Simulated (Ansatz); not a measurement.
In doubt: masses and optical values from hybrid runs of this build are listed as unsure (in some of the runs), which bears on the screening that GW takes from such a start.

The crystal is LiF (Griceite).

```
Li F
1.0
     0.00000    2.01400    2.01400
     2.01400    0.00000    2.01400
     2.01400    2.01400    0.00000
Li F
1 1
Direct
  0.00000 0.00000 0.00000
  0.50000 0.50000 0.50000
```

The cell and positions come from the Crystallography Open Database and are kept as given unless a step says otherwise.

Gaps computed with Ansatz 0.2.0 without a self-energy: HSE06 11.40 eV, r2SCAN 10.07 eV and PBE0 12.16 eV.

Estimate the G0W0@HSE06 gap with 6×6×6 mesh, 48 empty bands, screening to 120 eV, PAW set soft_1 files.

About 14.18 eV: on its mesh the run moves the gap from 11.40 eV by +2.78 eV. Among the scalar-relativistic levels given, PBE0 is nearest (−2.02 eV). Bands and cutoff are finite, so the gap is not at the basis limit. The miss can reach some tenths of an eV and take either sign; the mesh is an error of its own.

[Paths, hosts, dates, memory and timing lines, banners, echoed tables and standing remarks are left out of the program output.]

[Logs are printed without paths, hosts, clocks, repeated set-up lines and the standing remarks that a program may print on its own settings, such as how far it seeks lower states.]

[Runs of the session that timed out or met a known fault of the program may be left out.]

[Cells called generated may have been cut or substituted from an entry of the Crystallography Open Database or the Materials Project.]

[Hosts, paths, dates, database ids (printed as entryN), source tags and the programs' standing remarks are cut or masked in the printed files.]
